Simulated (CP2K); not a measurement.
Consider cyanopyrazine at its PBE geometry (Å).

```xyz
11

N     3.5121   -0.5170   -0.0709
C     2.3538   -0.3837   -0.0436
C     0.9296   -0.1723   -0.0155
C     0.4098    1.1331    0.0715
N    -0.9100    1.3658    0.0946
C    -1.7014    0.2829    0.0317
C    -1.1817   -1.0154   -0.0546
N     0.1331   -1.2604   -0.0787
H     1.0743    1.9980    0.1205
H    -2.7796    0.4543    0.0498
H    -1.8400   -1.8852   -0.1048
```

Method: CP2K XAS_TDP, all-electron GAPW, PBEh(45%), aug-cc-pVDZ, TDA, GW2X-corrected core level, no relativity.

Where do the C K-edge lines lie, and how strong are they?

Leading lines: C2 288.24 eV, C3 287.55 eV, C4 287.22 eV, C6 287.00 eV and C7 287.31 eV. The leading line of an atom is its first one with 35 % of the strongest within 2.5 eV of its lowest line over the strength cut. Core ionisation energies at this level: C4 293.99, C6 293.89, C7 293.88, C2 294.14 and C3 294.33 eV.

The first six lines of each atom with a strength over 0.0015:

```csv
atom,energy (eV),states,"strength, one atom",above the computed threshold
C2 (bonded to C and N),288.24,1,0.0287,
,288.85,1,0.0541,
,290.43,1,0.0038,
,291.75,1,0.0284,
,293.87,1,0.0021,
,294.50,1,0.0025,yes
C3 (bonded to 2 C and N),287.55,1,0.0438,
,289.52,1,0.0017,
,291.70,1,0.0043,
,292.45,1,0.0065,
,292.98,1,0.0113,
,293.23,1,0.0056,
"C4 (bonded to C, N and H)",287.22,1,0.0560,
,291.73,1,0.0142,
,292.72,1,0.0053,
,293.21,1,0.0049,
,293.23,1,0.0036,
,293.80,1,0.0025,
"C6 (bonded to C, N and H)",287.00,1,0.0513,
,289.09,1,0.0027,
,291.46,1,0.0136,
,292.58,1,0.0032,
,292.85,1,0.0109,
,292.88,1,0.0018,
"C7 (bonded to C, N and H)",287.31,1,0.0506,
,288.72,1,0.0038,
,291.47,1,0.0135,
,292.50,1,0.0032,
,292.88,1,0.0103,
,292.89,1,0.0027,
```

Lines are vertical, at one geometry, with no vibrational structure. GW2X ionisation energies and lines can be off by 1 to 2 eV either way, and a good line position may hide errors that cancel. These values hold no scalar relativity, about 0.1 eV for C 1s. Rydberg lines, and the discretised continuum above threshold, depend on the basis and the box.

[Banner, clock and machine lines of the logs are left out without a mark of their own.]

[Logs are printed without paths, hosts, clocks, repeated set-up lines and the standing remarks that a program may print on its own settings, such as how far it seeks lower states.]

[Hosts, paths, dates, database ids (printed as entryN), source tags and the programs' standing remarks are cut or masked in the printed files.]
